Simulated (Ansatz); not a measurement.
**A hypothetical structure for NiH2S2**

Starting from a made-up structure for NiH2S2, the aim is the relaxed cell, its shortest contacts and, where a second run follows, its electronic structure.

Program: Ansatz 0.2.0. Level of theory: DFT, PBE, plane-wave PAW, files of the set soft_1, scalar-relativistic, ferromagnetic start, cell and ions relaxed at zero pressure; PAW set soft_1. Results are calculated unless marked as measured.

### Step 1. The starting structure

Symmetry: P-3m1, No. 164, trigonal system. The conventional cell has a = 3.893 Å, b = 3.893 Å, c = 5.713 Å, α = 90.00°, β = 90.00°, γ = 120.00°. Nearest to Ni lie 6 S at 2.59 Å. S has 1 H at 1.30 Å and 3 Ni at 2.59 Å nearest. Nearest to H lie 1 S at 1.30 Å. Farther neighbours and most contacts between anions are not listed.

Structure file:

```cif
data_structure
_symmetry_space_group_name_H-M 'P 1'
_symmetry_Int_Tables_number 1
_cell_length_a 3.8930
_cell_length_b 3.8930
_cell_length_c 5.7130
_cell_angle_alpha 90.000
_cell_angle_beta 90.000
_cell_angle_gamma 120.000
_cell_volume 74.98
loop_
_atom_site_label
_atom_site_type_symbol
_atom_site_fract_x
_atom_site_fract_y
_atom_site_fract_z
_atom_site_occupancy
Ni1 Ni 0.00000 0.00000 0.00000 1
S2 S 0.66667 0.33333 0.77380 1
S3 S 0.33333 0.66667 0.22620 1
H4 H 0.66667 0.33333 0.54620 1
H5 H 0.33333 0.66667 0.45380 1
```

### Step 2. Relaxation of the guess

The guessed cell has no reason to be at equilibrium. It is relaxed with the atoms, within the space group of the guess.

input.yaml

```yaml
crystal:
  lattice:
    - [3.893, 0.0, 0.0]
    - [-1.9465, 3.371436897, 0.0]
    - [0.0, 0.0, 5.713]
  atoms:
    - { symbol: Ni, position: [0.0, 0.0, 0.0], spin: 1.0 }
    - { symbol: S, position: [0.666666667, 0.333333333, 0.7738] }
    - { symbol: S, position: [0.333333333, 0.666666667, 0.2262] }
    - { symbol: H, position: [0.666666667, 0.333333333, 0.5462] }
    - { symbol: H, position: [0.333333333, 0.666666667, 0.4538] }
magnetization:
  spin_polarized: true
kpoints:
  mp_grid: { grid: [8, 8, 5] }
scf:
  occupations: { method: fermi_dirac, width: 0.05 }
hamiltonian:
  xc: pbe
  pseudopotentials: { kind: paw, azcp: { folder: soft_1 } }
relax:
  f_tol: 0.015
  max_steps: 70
  cell: {}
output:
  forces: true
  stress: true
```

Launch:

```sh
ansatz run input.yaml --threads 4 --pin off --max-ram 8192MiB --backend cpu --events-out ev --progress --plain --runs-dir out
```

Numbers of over 12 decimals in the logs are rounded to 6 here.

What it wrote:

```text
Engine: ansatz 0.2.0, aarch64-unknown-linux-gnu
Pseudopotentials: kind: paw
Pseudopotential: Ni, paw, valence charge 18, recommended cutoff 420 eV (normal), soft_1/Ni.paw.azcp
Pseudopotential: S, paw, valence charge 6, recommended cutoff 420 eV (normal), soft_1/S.paw.azcp
Pseudopotential: H, paw, valence charge 1, recommended cutoff 420 eV (normal), soft_1/H.paw.azcp
Functional definition: PBE
  parameter kappa = 0.804
  parameter beta = 0.066725
  exchange = pbe_x(kappa = kappa, mu = beta*pi^2/3)
  correlation = pbe_c(beta = beta)
Crystal: 5 atoms, lattice volume = 74.983 Å³
Basis set: ecut = 420 eV, 1507 PW (Γ), exchange–correlation on 54×54×80 points (8 copies of the dense FFT grid, shifted against one another)
Bands: 22, of which v1, the nominal top of the filled ones, is band 16 counted from 1 (15 counted from 0)
Symmetry: 12 space group operations
Space group: P-3m1 (ITA 164), of the structure as read, at distance tolerance 4.2e-5 Å
Magnetic group: BNS 164.85 (UNI 1315), of the structure as read, at distance tolerance 4.2e-5 Å
k-points: 40 of 320
Non-local potential: Ni, projectors of the file, l = 0: 3, l = 1: 2, l = 2: 3, l = 3: 1
Non-local potential: S, projectors of the file, l = 0: 2, l = 1: 2, l = 2: 1
Non-local potential: H, projectors of the file, l = 0: 2, l = 1: 1
PAW form: soft (Blöchl's): semilocal exchange-correlation on the pseudo side does not see the compensation charge
PAW one-centre angular grid: Ni, 590 points (default); XC on 64 Gauss nodes
PAW one-centre angular grid: S, 110 points (default); XC on 64 Gauss nodes
PAW one-centre angular grid: H, 110 points (default); XC on 64 Gauss nodes
Initial density: superposition of atomic densities (chi_scale 0.1, normalization cell, long waves kept (reshape's long-wave potential 0.04 eV rms))
Starting moments: Σ|m| = 1 μB on 1 of 5 sites
Initial wavefunctions: pseudopotential atomic-orbital guess
Functional: x = pbe(κ = 0.804, μ = 0.219515), c = pbe(β = 0.066725)
SCF iter   1: F=—  HF=-7674.353866 eV  |F-HF|=—  |Δ(HF+E_count)|=         —  Δρ=4.45e-2 (↑4.45e-2 ↓3.53e-2)  dr2=2.95e0  dr2_m=2.12e-1  M=1.456 μB ∫|m|=1.457 μB  β_m=0.30  ethr=3.10e-3  ⟨swp⟩=7.0  Hψ=9851  notcnv=0
Mixer restart at iter 1: flushing history
preconditioner: auto → Kerker (q_TF=auto, 2.367 Å⁻¹)  [metal: Δε(μ)=0.027 eV  Ē_g=9.290 eV  σ=0.050 eV  W_gap=0.14  n_scr=22 (ndim 8)  ℏωp=21.0 eV  f_vac=0.016  D(μ)=3.41/eV (n_scr^D=22)]
spin=Collinear: Kerker preconditioning applied to the charge; magnetization (m = ρ↑ − ρ↓) channel mixes plain (no charge-response kernel on spin).
SCF iter   2: F=—  HF=-7675.077141 eV  |F-HF|=—  |Δ(HF+E_count)|=   7.23e-1  Δρ=2.94e-2 (↑2.67e-2 ↓2.94e-2)  dr2=1.01e0  dr2_m=2.40e-1  M=1.626 μB ∫|m|=1.631 μB  β_m=0.47  ethr=3.10e-3  ⟨swp⟩=2.2  Hψ=3430  notcnv=0  defer=80
SCF iter   3: F=—  HF=-7675.430169 eV  |F-HF|=—  |Δ(HF+E_count)|=   3.53e-1  Δρ=2.09e-2 (↑2.09e-2 ↓1.27e-2)  dr2=8.05e-1  dr2_m=5.12e-2  M=1.758 μB ∫|m|=1.773 μB  β_m=0.50  ethr=3.10e-3  ⟨swp⟩=2.0  Hψ=2383  notcnv=0  defer=79
SCF iter   4: F=—  HF=-7675.415870 eV  |F-HF|=—  |Δ(HF+E_count)|=   1.43e-2  Δρ=7.53e-3 (↑4.30e-3 ↓7.53e-3)  dr2=1.01e-1  dr2_m=5.73e-3  M=1.962 μB ∫|m|=2.009 μB  β_m=0.75  ethr=2.51e-3  ⟨swp⟩=2.9  Hψ=2919  notcnv=0  defer=80
SCF iter   5: F=—  HF=-7675.476333 eV  |F-HF|=—  |Δ(HF+E_count)|=         —  Δρ=8.05e-3 (↑2.05e-3 ↓8.05e-3)  dr2=3.29e-2  dr2_m=1.48e-2  M=1.990 μB ∫|m|=2.050 μB  β_m=0.75  ethr=3.17e-4  ⟨swp⟩=3.1  Hψ=3544  notcnv=0  defer=80
Mixer restart at iter 5: flushing history
SCF iter   6: F=—  HF=-7675.486669 eV  |F-HF|=—  |Δ(HF+E_count)|=   1.03e-2  Δρ=4.56e-3 (↑4.56e-3 ↓3.56e-3)  dr2=2.99e-2  dr2_m=2.19e-4  M=1.986 μB ∫|m|=2.047 μB  β_m=0.66  ethr=1.03e-4  ⟨swp⟩=2.1  Hψ=3450  notcnv=0  defer=80
SCF iter   7: F=—  HF=-7675.480413 eV  |F-HF|=—  |Δ(HF+E_count)|=   6.26e-3  Δρ=3.67e-3 (↑9.71e-4 ↓3.67e-3)  dr2=1.17e-2  dr2_m=1.54e-3  M=1.991 μB ∫|m|=2.056 μB  β_m=0.63  ethr=9.34e-5  ⟨swp⟩=2.0  Hψ=4084  notcnv=0  defer=80
SCF iter   8: F=—  HF=-7675.480167 eV  |F-HF|=—  |Δ(HF+E_count)|=   2.46e-4  Δρ=1.12e-3 (↑4.53e-4 ↓1.12e-3)  dr2=2.10e-3  dr2_m=2.24e-4  M=1.991 μB ∫|m|=2.055 μB  β_m=0.82  ethr=3.65e-5  ⟨swp⟩=2.0  Hψ=2575  notcnv=0  defer=80
SCF iter   9: F=—  HF=-7675.481033 eV  |F-HF|=—  |Δ(HF+E_count)|=   8.66e-4  Δρ=4.71e-4 (↑1.78e-4 ↓4.71e-4)  dr2=3.73e-4  dr2_m=2.77e-5  M=1.991 μB ∫|m|=2.056 μB  β_m=0.91  ethr=6.57e-6  ⟨swp⟩=2.1  Hψ=2761  notcnv=0  defer=80
SCF iter  10: F=—  HF=-7675.481239 eV  |F-HF|=—  |Δ(HF+E_count)|=   2.06e-4  Δρ=3.00e-4 (↑1.09e-4 ↓3.00e-4)  dr2=9.44e-5  dr2_m=7.36e-6  M=1.991 μB ∫|m|=2.056 μB  β_m=0.95  ethr=1.16e-6  ⟨swp⟩=2.1  Hψ=2531  notcnv=0  defer=80
SCF iter  11: F=—  HF=-7675.481253 eV  |F-HF|=—  |Δ(HF+E_count)|=   1.42e-5  Δρ=1.82e-5 (↑1.82e-5 ↓1.71e-5)  dr2=1.27e-6  dr2_m=6.24e-8  M=1.991 μB ∫|m|=2.056 μB  β_m=0.98  ethr=2.95e-7  ⟨swp⟩=2.1  Hψ=2441  notcnv=0  defer=80
SCF iter  12: F=—  HF=-7675.481256 eV  |F-HF|=—  |Δ(HF+E_count)|=   2.23e-6  Δρ=7.88e-6 (↑4.96e-6 ↓7.88e-6)  dr2=1.50e-7  dr2_m=7.36e-9  M=1.991 μB ∫|m|=2.056 μB  β_m=0.99  ethr=3.97e-9  ⟨swp⟩=2.2  Hψ=2785  notcnv=0  defer=80
SCF iter  13: F=-7675.481256 eV  HF=-7675.481256 eV  |F-HF|=3.80e-8  |Δ(HF+E_count)|=   2.12e-7  Δρ=8.98e-6 (↑1.07e-6 ↓8.98e-6)  dr2=5.86e-8  dr2_m=1.38e-8  M=1.991 μB ∫|m|=2.056 μB  ethr=3.13e-10  ⟨swp⟩=3.1  Hψ=6828  notcnv=0
SCF 1 converged in 13 iterations: F = -7675.481256 eV  dr2 = 5.86e-8
  greatest PAW one-centre occupation: 1.001 electrons in one spin orbital (limit 2), on the Ni atom at site 0 (counted from 0), in its partial waves of l = 1
relax step   1: F+E_penalty+E_count = -7675.48125582 eV  Δ(F+E_penalty+E_count) = +0.000e0 eV  max|allowed force component| = 3.028e0 eV/Å  Δτ_max = 0.0000 Å  P = -3.424 GPa  Ω = 74.983 Å³  (13 SCF iters, dr2 threshold 1.00e-7 eV, accepted)
Crystal: 5 atoms, lattice volume = 72.070 Å³
Basis set: ecut = 420 eV, 1435 PW (Γ), exchange–correlation on 54×54×80 points (8 copies of the dense FFT grid, shifted against one another)
Initial density: handed on by an earlier stage of this run
Starting moments: Σ|m| = 1 μB on 1 of 5 sites; this step starts from the density that it was given
Initial wavefunctions: those handed on with the density
iter 1 solved again at ethr=6.80e-4 eV; its pass at ethr=3.10e-3 eV (dr2=2.18e-1 eV) is discarded
SCF iter   1: F=—  HF=-7675.920539 eV  |F-HF|=—  |Δ(HF+E_count)|=         —  Δρ=1.28e-2 (↑1.20e-2 ↓1.28e-2)  dr2=2.19e-1  dr2_m=9.02e-3  M=1.958 μB ∫|m|=2.010 μB  β_m=0.30  ethr=6.80e-4  ⟨swp⟩=1.0  Hψ=11353  notcnv=0
[...]
relax step   7: F+E_penalty+E_count = -7676.04607586 eV  Δ(F+E_penalty+E_count) = +3.876e-5 eV  max|allowed force component| = 4.016e-3 eV/Å  Δτ_max = 0.0038 Å  P = +0.001 GPa  Ω = 73.723 Å³  energy of the carried Pulay correction = +5.993e-4 eV  (7 SCF iters, dr2 threshold 8.41e-8 eV, accepted)
relax step   8: F+E_penalty+E_count = -7676.04674063 eV  Δ(F+E_penalty+E_count) = -6.648e-4 eV  max|allowed force component| = 2.506e-3 eV/Å  Δτ_max = 0.0000 Å  P = +0.040 GPa  Ω = 73.723 Å³  stress off target by 1.65e-1 GPa  SCF on the basis re-selected at this cell (its energy is not comparable with the rows above)  (22 SCF iters)
relax step   9: F+E_penalty+E_count = -7676.04699222 eV  Δ(F+E_penalty+E_count) = -2.516e-4 eV  max|allowed force component| = 1.038e-2 eV/Å  Δτ_max = 0.0264 Å  P = +0.081 GPa  Ω = 74.473 Å³  energy of the carried Pulay correction = -2.874e-4 eV  (9 SCF iters, dr2 threshold 6.85e-8 eV, accepted)
relax step  10: F+E_penalty+E_count = -7676.04688339 eV  Δ(F+E_penalty+E_count) = +1.088e-4 eV  max|allowed force component| = 9.095e-3 eV/Å  Δτ_max = 0.0151 Å  P = -0.012 GPa  Ω = 75.051 Å³  energy of the carried Pulay correction = -5.153e-4 eV  (8 SCF iters, dr2 threshold 6.01e-8 eV, accepted)
iter 1 solved again at ethr=1.39e-6 eV; its pass at ethr=3.10e-3 eV (dr2=4.44e-4 eV) is discarded
SCF iter   1: F=—  HF=-7676.044094 eV  |F-HF|=—  |Δ(HF+E_count)|=         —  Δρ=1.65e-4 (↑1.61e-4 ↓1.65e-4)  dr2=2.78e-6  dr2_m=2.07e-6  M=1.952 μB ∫|m|=2.017 μB  β_m=0.65  ethr=1.39e-6  ⟨swp⟩=3.0  Hψ=14812  notcnv=0
preconditioner: auto → none  [metal: Δε(μ)=0.090 eV  Ē_g=9.731 eV  σ=0.050 eV  W_gap=0.40  n_scr=2 (ndim 8)  ℏωp=21.0 eV  f_vac=0.142  D(μ)=0.83/eV (n_scr^D=2)]
SCF iter   2: F=—  HF=-7676.046779 eV  |F-HF|=—  |Δ(HF+E_count)|=   2.69e-3  Δρ=6.19e-5 (↑6.14e-5 ↓6.19e-5)  dr2=1.95e-6  dr2_m=2.48e-7  M=1.952 μB ∫|m|=2.018 μB  β_m=0.47  ethr=8.68e-9  ⟨swp⟩=3.1  Hψ=3716  notcnv=0
SCF iter   3: F=—  HF=-7676.047054 eV  |F-HF|=—  |Δ(HF+E_count)|=   2.75e-4  Δρ=4.39e-5 (↑4.39e-5 ↓4.37e-5)  dr2=8.67e-7  dr2_m=1.18e-7  M=1.952 μB ∫|m|=2.018 μB  β_m=0.42  ethr=6.11e-9  ⟨swp⟩=2.1  Hψ=3044  notcnv=0
SCF iter   4: F=—  HF=-7676.047312 eV  |F-HF|=—  |Δ(HF+E_count)|=   2.59e-4  Δρ=1.19e-5 (↑8.97e-6 ↓1.19e-5)  dr2=3.68e-8  dr2_m=2.69e-8  M=1.952 μB ∫|m|=2.018 μB  β_m=0.52  ethr=2.71e-9  ⟨swp⟩=2.0  Hψ=2746  notcnv=0
SCF iter   5: F=—  HF=-7676.047323 eV  |F-HF|=—  |Δ(HF+E_count)|=   1.10e-5  Δρ=6.62e-6 (↑4.90e-6 ↓6.62e-6)  dr2=2.39e-8  dr2_m=1.52e-8  M=1.952 μB ∫|m|=2.018 μB  β_m=0.62  ethr=1.15e-10  ⟨swp⟩=2.0  Hψ=2737  notcnv=0
SCF iter   6: F=—  HF=-7676.047325 eV  |F-HF|=—  |Δ(HF+E_count)|=   1.87e-6  Δρ=4.64e-6 (↑1.30e-6 ↓4.64e-6)  dr2=7.13e-9  dr2_m=5.67e-9  M=1.952 μB ∫|m|=2.018 μB  β_m=0.74  ethr=7.46e-11  ⟨swp⟩=2.0  Hψ=2695  notcnv=0
SCF iter   7: F=—  HF=-7676.047325 eV  |F-HF|=—  |Δ(HF+E_count)|=   4.77e-8  Δρ=1.10e-6 (↑1.10e-6 ↓5.65e-7)  dr2=8.94e-10  dr2_m=2.48e-10  M=1.952 μB ∫|m|=2.018 μB  β_m=0.73  ethr=2.23e-11  ⟨swp⟩=2.9  Hψ=3475  notcnv=0
SCF iter   8: F=—  HF=-7676.047437 eV  |F-HF|=—  |Δ(HF+E_count)|=   1.12e-4  Δρ=3.52e-6 (↑1.86e-6 ↓3.52e-6)  dr2=3.83e-9  dr2_m=4.37e-9  M=1.952 μB ∫|m|=2.018 μB  β_m=0.73  ethr=2.79e-12  ⟨swp⟩=5.6  Hψ=5512  notcnv=0
SCF iter   9: F=—  HF=-7676.047437 eV  |F-HF|=—  |Δ(HF+E_count)|=   3.84e-9  Δρ=3.33e-6 (↑1.76e-6 ↓3.33e-6)  dr2=3.45e-9  dr2_m=3.91e-9  M=1.952 μB ∫|m|=2.018 μB  β_m=0.86  ethr=2.79e-12  ⟨swp⟩=2.0  Hψ=2334  notcnv=0
SCF iter  10: F=—  HF=-7676.047437 eV  |F-HF|=—  |Δ(HF+E_count)|=   3.81e-9  Δρ=1.40e-6 (↑7.44e-7 ↓1.40e-6)  dr2=7.21e-10  dr2_m=6.55e-10  M=1.952 μB ∫|m|=2.018 μB  β_m=0.93  ethr=2.79e-12  ⟨swp⟩=3.2  Hψ=3844  notcnv=0
SCF iter  11: F=—  HF=-7676.047437 eV  |F-HF|=—  |Δ(HF+E_count)|=   2.22e-9  Δρ=6.32e-7 (↑2.62e-7 ↓6.32e-7)  dr2=1.47e-10  dr2_m=1.12e-10  M=1.952 μB ∫|m|=2.018 μB  β_m=0.90  ethr=2.25e-12  ⟨swp⟩=2.6  Hψ=3120  notcnv=0
SCF iter  12: F=—  HF=-7676.047437 eV  |F-HF|=—  |Δ(HF+E_count)|=  3.24e-10  Δρ=1.58e-7 (↑1.35e-7 ↓1.58e-7)  dr2=4.38e-11  dr2_m=5.86e-13  M=1.952 μB ∫|m|=2.018 μB  β_m=0.67  ethr=1.00e-12  ⟨swp⟩=2.7  Hψ=3316  notcnv=0
SCF iter  13: F=-7676.047437 eV  HF=-7676.047437 eV  |F-HF|=3.64e-12  |Δ(HF+E_count)|=  1.73e-11  Δρ=8.73e-8 (↑4.86e-8 ↓8.73e-8)  dr2=8.84e-12  dr2_m=1.48e-12  M=1.952 μB ∫|m|=2.018 μB  ethr=1.00e-12  ⟨swp⟩=3.0  Hψ=6235  notcnv=0
SCF 11 converged in 13 iterations: F = -7676.047437 eV  dr2 = 8.84e-12
relax step  11: F+E_penalty+E_count = -7676.04743698 eV  Δ(F+E_penalty+E_count) = -5.536e-4 eV  max|allowed force component| = 8.830e-3 eV/Å  Δτ_max = 0.0000 Å  P = -0.010 GPa  Ω = 75.051 Å³  stress off target by 1.21e-2 GPa  SCF on the basis re-selected at this cell (its energy is not comparable with the rows above)  (13 SCF iters)
basis re-selected at this cell: Δ(F+E_penalty+E_count) = -5.536e-4 eV, ΔP = +0.002 GPa vs the last step (what re-selecting the basis moved, of the pressure what is left beyond the Pulay correction that the steps carried, after the strain that the cell walked since its last selection, with what the two solves' SCF thresholds leave and, on support functions, any second-order correction that the steps lacked; it is no m [...]
SCF converged after 13 iterations
Magnetization: 1.9520 μB (16.9760 up, 15.0240 down)
Absolute magnetization: 2.0159 μB (∫|ρ↑−ρ↓|, with the PAW one-centre terms)
Spin contamination: 0.0064 ħ² per cell (⟨S²⟩ above its minimum at these occupations)
Per-site moments (μB) at R_I (Å): [(1.300954, 0.994902), (0.060006, 0.561257), (0.060006, 0.561257), (0.00582146, 0.561257), (0.00582146, 0.561257)]
Free energy (F): -7676.047437 eV
Harris-Foulkes:  -7676.047437 eV  (|F-HF|=3.64e-12)
Internal energy: -7676.039423 eV  (E = F + TS)
E sigma→0 (E₀):  -7676.043430 eV
Entropy (-TS):   -0.008014 eV (-1.603 meV/atom)
Fermi energy:    5.399572 eV
--- Per-component energies (eV) ---
  E_band       = -546.007229
  E_kinetic    = 573.050777
  E_local      = -6052.993326  (includes V_loc(G=0)·N_el)
  E_nonlocal   = -45.531093
  E_hartree    = 2964.700360
  E_xc         = -306.404949
  E_vxc        = -331.166101  (∫ρ·V_xc dr)
  E_paw        = -2874.928255  (= ΣΔE_a)
  E_vpaw       = -618.766969  (= ΣTr[D̂ρ^β])
  E_aug_tail   = -0.000932  (compensation charges beyond the density's cutoff)
  E_ewald      = -1933.932005
  E_smearing   = -0.008014  (= −TS)
  E_closure    = -0.000000  (closes the sum)
  Σ components = -7676.047437   (vs F -7676.047437, Δ=0.00e0)
--- Forces (eV/Å), atoms counted from 1 ---
  atom   1  Ni     0.00000000    -0.00000000     0.00000000
  atom   2  S      0.00000000     0.00000000     0.00883031
  atom   3  S     -0.00000000    -0.00000000    -0.00883031
  atom   4  H     -0.00000000    -0.00000000    -0.00233403
  atom   5  H      0.00000000     0.00000000     0.00233403
  max |Σ_I F_I| component: 4.63e-18 eV/Å
--- Stress (GPa, compression-positive) ---
       -0.012140      -0.000000       0.000000
       -0.000000      -0.012140       0.000000
        0.000000       0.000000      -0.005488
  P = ⅓ Tr σ = -0.0099 GPa (-0.099 kbar)
--- Relaxed structure (9 steps of the walk, 9 accepted, 2 SCFs on fresh bases) ---
  F+E_penalty+E_count = -7676.04743698 eV   max|allowed force component| = 8.830e-3 eV/Å   (the final SCF, on the basis selected at the relaxed cell)
  cell:  # Å, volume = 75.0509 Å³
    - [3.688424, 0, 1.799773071833538e-17]
    - [-1.844212, 3.194269, -1.2056193528926388e-18]
    - [2.641177384865801e-17, 1.3205886924329123e-17, 6.370060]
  atoms:
    - { symbol: Ni, position: [0, 0, -8.502057995335305e-19] }
    - { symbol: S, position: [0.666667, 0.333333, 0.822229] }
    - { symbol: S, position: [0.333333, 0.666667, 0.177771] }
    - { symbol: H, position: [0.666667, 0.333333, 0.608633] }
    - { symbol: H, position: [0.333333, 0.666667, 0.391367] }
```

It took 30 s on 4 threads of Arm Neoverse V1, shared host; peak memory 0.45 GiB; 1.7 min of CPU time.

Relaxation path:

```csv
step,energy less that of the first step (eV),largest force component (eV/Å),pressure (GPa),volume (Å³)
1,0.0000,3.0285,-3.42,74.98
2,-0.4240,0.6674,-0.80,72.07
3,-0.5332,0.1656,0.18,69.46
4,-0.5585,0.0103,0.45,70.06
5,-0.5638,0.0025,0.25,71.90
6,-0.5649,0.0256,0.07,73.54
7,-0.5648,0.0040,0.00,73.72
8*,-0.5655,0.0025,0.04,73.72
9,-0.5657,0.0104,0.08,74.47
10,-0.5656,0.0091,-0.01,75.05
11*,-0.5662,0.0088,-0.01,75.05
```

Relaxation steps marked * repeat the geometry before them on a plane-wave basis chosen anew for their cell, so energy and pressure can jump there.

The run keeps the 12 symmetry operations that it works with, so distortions that break them were not tested.

```csv
"conventional cell, symmetrised",before,after,change
a (Å),3.893,3.688,-5.3 %
b (Å),3.893,3.688,-5.3 %
c (Å),5.713,6.370,+11.5 %
volume (Å³/atom),15.00,15.01,+0.1 %
```

The atoms that moved most (Å, as changes of fractional coordinates times the final cell):

```csv
atom,dx,dy,dz,length
H4,0.000,0.000,0.398,0.398
H5,0.000,0.000,-0.398,0.398
S3,0.000,0.000,-0.308,0.308
S2,0.000,0.000,0.308,0.308
```

Final coordinates:

```xyz
5
Lattice="3.6884 0.0000 0.0000 -1.8442 3.1943 0.0000 0.0000 0.0000 6.3701" Properties=species:S:1:pos:R:3 pbc="T T T"
Ni    0.0000    0.0000    0.0000
S     1.8442    1.0648    5.2376
S     0.0000    2.1295    1.1324
H     1.8442    1.0648    3.8770
H     0.0000    2.1295    2.4930
```

This step gave:

```
free energy             : -7676.0474 eV
energy at zero smearing : -7676.0434 eV
smearing term TS        : 0.008014 eV
Fermi energy            : 5.400 eV
gap by band count       : 0.09115 eV
magnetization           : 1.952 μB
absolute magnetization  : 2.016 μB
site moments            : 1.301, 0.06001, 0.06001, 0.005821, 0.005821 μB
electrons               : 32
symmetry operations     : 12
pressure                : -0.009923 GPa
```

Site moment by atom:

```csv
atom,site moment (μB)
Ni1,1.30
S2,0.06
S3,0.06
H4,0.01
H5,0.01
```

The shortest distance of each pair, which need not be the same contact before and after:

```csv
pair,guess (Å),relaxed (Å)
H–S,1.300,1.361
Ni–S,2.593,2.412
H–H,2.309,2.540
S–S,3.425,3.109
H–Ni,3.431,3.279
```

The relaxation ends with a largest force component of 0.0088 eV/Å and a pressure of -0.01 GPa.

### Step 3. What came out

```json
{
 "space group, relaxed": "P-3m1",
 "conventional cell": "a = 3.688, b = 3.688, c = 6.370 Å; α = 90.0°, β = 90.0°, γ = 120.0°",
 "volume per atom": "15.01 Å³ (guess 15.00)",
 "total moment": "1.95 μB in the cell of 5 atoms"
}
```

What this shows: NiH2S2 relaxes to P-3m1 with a = 3.688, b = 3.688 and c = 6.370 Å. The guessed volume was near the relaxed one. The space group P-3m1 was held in the relaxation, so the end point is a stationary structure within it and may be a saddle against distortions or other arrangements. The input starts from parallel moments, and no other start was typed. Mesh and cutoff weren't tested. A vector of the cell changed its length by 12 %, more than the volume shows. No dispersion term is used, so weakly bound directions may come out too long. Nothing here tests whether the compound is stable against decomposition.

[Logs are printed without paths, hosts, clocks, repeated set-up lines and the standing remarks that a program may print on its own settings, such as how far it seeks lower states.]

[Hosts, paths, dates, database ids (printed as entryN), source tags and the programs' standing remarks are cut or masked in the printed files.]
